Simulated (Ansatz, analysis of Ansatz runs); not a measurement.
# Hyperfine coupling of the F centre in LiF (PBE), part 2 of 2

Aim: the hyperfine coupling of the F centre in LiF, to be set beside the measurement. Set-up: PBE, 64-site cell, PBE lattice, 300 eV, k: the single point 1/4 1/4 1/4 then 2x2x2 shifted 0.5 0.5 0.5. The model is a cell of 64 host atoms with 1 F taken out. The isotropic coupling follows from the spin density at the nucleus, the nuclear g-factor and the total spin. This set-up takes another basis size than the usual one.

Ansatz 0.2.0; PBE, 64-site cell, PBE lattice, 300 eV, k: the single point 1/4 1/4 1/4 then 2x2x2 shifted 0.5 0.5 0.5.

So far: Starting point; Relaxation, charge 0.

## 2. Relaxation, charge 0 (continued)

Level of this step: plane-wave PAW DFT, PBE; relaxation of all atoms of a defect supercell (Ansatz).

Step by step:

| step | energy less that of the first step (eV) | largest force component (eV/Å) |
| --- | --- | --- |
| 1 | 0.0000 | 0.2077 |
| 2 | -0.0191 | 0.1038 |
| 3 | -0.0316 | 0.0231 |
| 4 | -0.0331 | 0.0132 |

The run keeps the 12 symmetry operations that it works with, so distortions that break them were not tested.

The atoms that moved most (Å):

| atom | dx | dy | dz | length |
| --- | --- | --- | --- | --- |
| Li12 | 0.000 | -0.055 | 0.000 | 0.055 |
| Li19 | 0.000 | 0.000 | -0.055 | 0.055 |
| Li25 | -0.055 | 0.000 | 0.000 | 0.055 |
| Li27 | 0.000 | 0.000 | 0.055 | 0.055 |
| Li28 | 0.000 | 0.055 | 0.000 | 0.055 |
| Li56 | 0.055 | 0.000 | 0.000 | 0.055 |
| F30 | -0.013 | 0.013 | 0.000 | 0.018 |
| F29 | -0.013 | 0.000 | 0.013 | 0.018 |

The atoms nearest to the centre after the run:

| atom | distance (Å) |
| --- | --- |
| Li12 | 2.100 |
| Li27 | 2.100 |
| Li28 | 2.100 |
| Li19 | 2.100 |
| Li25 | 2.100 |
| Li56 | 2.100 |
| F14 | 2.908 |
| F8 | 2.908 |
| F21 | 2.908 |
| F60 | 2.908 |
| F61 | 2.908 |
| F31 | 2.908 |
| F45 | 2.911 |
| F24 | 2.911 |
| F16 | 2.911 |
| F52 | 2.911 |

This step gave:

* free energy: -31684.1279 eV
* total moment: 1 μB
* integral of the absolute spin density: 1.013 μB
* spin contamination: 5.46e-4

The relaxation ends 0.5 meV an atom lower, with a largest force component of 0.013 eV/Å.

## 3. Contact spin densities

The relaxed structure is kept, and the final numbers are taken at the final level and k-points.

This step: plane-wave PAW DFT, PBE; single point of a defect supercell.

The input, point/input.yaml:

```yaml
crystal:
  lattice:
    - [8.182557, 0.0, 0.0]
    - [0.0, 8.182557, 0.0]
    - [0.0, 0.0, 8.182557]
  atoms:
    - { symbol: Li, position: [-0.000572634, 1.8895e-05, 1.8895e-05] }
    - { symbol: Li, position: [0.000423899, 0.250423899, 0.250423899] }
[... 5 atom lines left out ...]
    - { symbol: F, position: [0.250069139, 0.248684507, 0.248684507] }
[... 3 atom lines left out ...]
    - { symbol: Li, position: [0.250025857, 0.243332073, 0.500025857] }
[... 1 atom line left out ...]
    - { symbol: F, position: [-0.001315493, 0.248684507, 0.500069139] }
[... 4 atom lines left out ...]
    - { symbol: Li, position: [0.250025857, 0.500025857, 0.243332073] }
[... 1 atom line left out ...]
    - { symbol: F, position: [-0.001315493, 0.500069139, 0.248684507] }
[... 3 atom lines left out ...]
    - { symbol: Li, position: [-0.006667927, 0.500025857, 0.500025857] }
[... 1 atom line left out ...]
    - { symbol: Li, position: [0.249974143, 0.499974143, 0.756667927] }
    - { symbol: Li, position: [0.249974143, 0.756667927, 0.499974143] }
[... 2 atom lines left out ...]
    - { symbol: F, position: [0.249930861, 0.751315493, 0.751315493] }
[... 24 atom lines left out ...]
    - { symbol: Li, position: [0.506667927, 0.499974143, 0.499974143] }
[... 3 atom lines left out ...]
    - { symbol: F, position: [0.501315493, 0.499930861, 0.751315493] }
    - { symbol: F, position: [0.501315493, 0.751315493, 0.499930861] }
[... 1 atom line left out ...]
    - { symbol: F, position: [0.749915974, 0.750112131, 0.750112131] }
basis:
  ecutwfc: 300
  xc_grid: 2
hamiltonian:
  xc: pbe
kpoints:
  mp_grid: { grid: [2, 2, 2], shift: [0.5, 0.5, 0.5] }
magnetization:
  spin_polarized: true
  initial_magnetization: 1
  spin_locking: { lock_magnetization: hard }
scf:
  occupations: { method: fermi_dirac, width: 0.01 }
  max_iter: 120
output:
  forces: true
  efg: {}
  eigenvalues: true
checkpoint:
  read: "../relax.run"
```

Launch:

```bash
ansatz run input.yaml --threads 2 --pin off --max-ram 3768MiB --backend cpu --events-out ev --progress --plain --runs-dir out
```

Numbers of over 12 decimals in the logs are rounded to 6 here.

The log of the run:

```text
[...]
Crystal: 63 atoms, lattice volume = 547.857 Å³
Basis set: ecut = 300 eV, 6451 PW (Γ), exchange–correlation on 96×96×96 points (8 copies of the dense FFT grid, shifted against one another)
Bands: 220, of which v1, the nominal top of the filled ones, is band 157 counted from 1 (156 counted from 0)
Symmetry: 12 space group operations
[...]
k-points: 2 of 8
[...]
Starting moments: Σ|m| = 1 μB on 63 of 63 sites; this step starts from the density that it was given
[...]
iter 1 solved again at ethr=1.58e-8 eV; its pass at ethr=3.10e-3 eV (dr2=4.96e-5 eV) is discarded
[...]
SCF iter   6: F=-31684.127607 eV  HF=-31684.127607 eV  |F-HF|=9.09e-11  |Δ(HF+E_count)|=   3.38e-9  Δρ=1.65e-7 (↑1.65e-7 ↓1.55e-7)  dr2=3.10e-10  dr2_m=2.84e-11  M=1.000 μB ∫|m|=1.013 μB  ethr=1.00e-12  ⟨swp⟩=2.0  Hψ=1522  notcnv=0
[...]
atom  19  Li V_zz =    -0.010687   η = 0.0194   by run symmetry: allowed
[...]
atom  21  F  V_zz =    +0.110461   η = 0.9911   by run symmetry: allowed
[...]
atom  25  Li V_zz =    -0.010687   η = 0.0194   by run symmetry: allowed
[...]
atom  27  Li V_zz =    -0.010687   η = 0.0194   by run symmetry: allowed
[...]
atom  28  Li V_zz =    -0.010687   η = 0.0194   by run symmetry: allowed
[...]
atom  56  Li V_zz =    -0.010687   η = 0.0194   by run symmetry: allowed
[...]
atom  60  F  V_zz =    +0.110461   η = 0.9911   by run symmetry: allowed
[...]
--- Band table (eV) ---
[...]
[... further k-points left out ...]
[key lines of the parts left out:]
SCF converged after 6 iterations
Magnetization: 1.0000 μB (157.0000 up, 156.0000 down)
Free energy (F): -31684.127607 eV
Fermi energy:    7.087889 (↑ 7.986674, ↓ 4.175152) eV
```

It took 10 s on 2 threads of Intel Xeon 6975P-C (Granite Rapids), shared host; peak memory 1.2 GiB.

In the SCF lines HF is the Harris–Foulkes energy and dr2 the Hartree energy of the density residual, in eV; the loop may stop once dr2 is under the threshold and the program's other checks hold. Hψ counts applications of the Hamiltonian.

This step gave:

```yaml
free_energy: -31684.1276 eV
total_moment: 1 μB
integral_of_the_absolute_spin_density: 1.013 μB
spin_contamination: 5.46e-4
```

The atoms' spheres hold 0.20 of the 1 μB, none over 0.02 μB.

Contact couplings A = (2/3) μ0 ge μB gN μN ρs / (2S h), for each element's most abundant magnetic isotope:

| atom | isotope | distance from the centre (Å) | contact spin density (e/Å³) | A (MHz) |
| --- | --- | --- | --- | --- |
| F8 | 19F | 2.91 | 0.202 | 126.2 |
| F14 | 19F | 2.91 | 0.202 | 126.2 |
| F21 | 19F | 2.91 | 0.202 | 126.2 |
| F31 | 19F | 2.91 | 0.202 | 126.2 |
| F60 | 19F | 2.91 | 0.202 | 126.2 |
| F61 | 19F | 2.91 | 0.202 | 126.2 |
| F16 | 19F | 2.91 | 0.202 | 125.8 |
| F24 | 19F | 2.91 | 0.202 | 125.8 |
| F29 | 19F | 2.91 | 0.202 | 125.8 |
| F30 | 19F | 2.91 | 0.202 | 125.8 |

## 4. Results

```json
{
 "7Li, shell I": "38.8 MHz",
 "19F, shell II": "126.0 MHz",
 "7Li, shell III": "1.0 MHz",
 "19F, shell IV": "-0.2 MHz",
 "integral of the absolute spin density": "1.01 μB",
 "time of the whole chain": "28 s on 2 threads"
}
```

7Li, shell I: computed 38.8 MHz, measured 39.06 MHz; 0.2 MHz (1 %) below the measurement. 19F, shell II: computed 126.0 MHz, measured 105.9 MHz; 20.1 MHz (19 %) above the measurement. 7Li, shell III: computed 1.0 MHz, measured 0.5 MHz; 0.5 MHz (95 %) above the measurement. 19F, shell IV: computed -0.2 MHz, measured 0.48 MHz; 0.7 MHz (138 %) away from, with the other sign than, the measurement. Only the isotropic (Fermi contact) part is computed, with core polarisation; no vibrational averaging. Limits: the cell was relaxed at this lower cutoff, where the basis error moves the lattice constant; the periodic copies of the defect are only 8.2 Å apart.

[Logs are printed without paths, hosts, clocks, repeated set-up lines and the standing remarks that a program may print on its own settings, such as how far it seeks lower states.]

[Hosts, paths, dates, database ids (printed as entryN), source tags and the programs' standing remarks are cut or masked in the printed files.]

[For some hosts the program warned that the k-mesh of the response run may be too coarse for force constants and the static dielectric constant; such warnings are not shown here.]
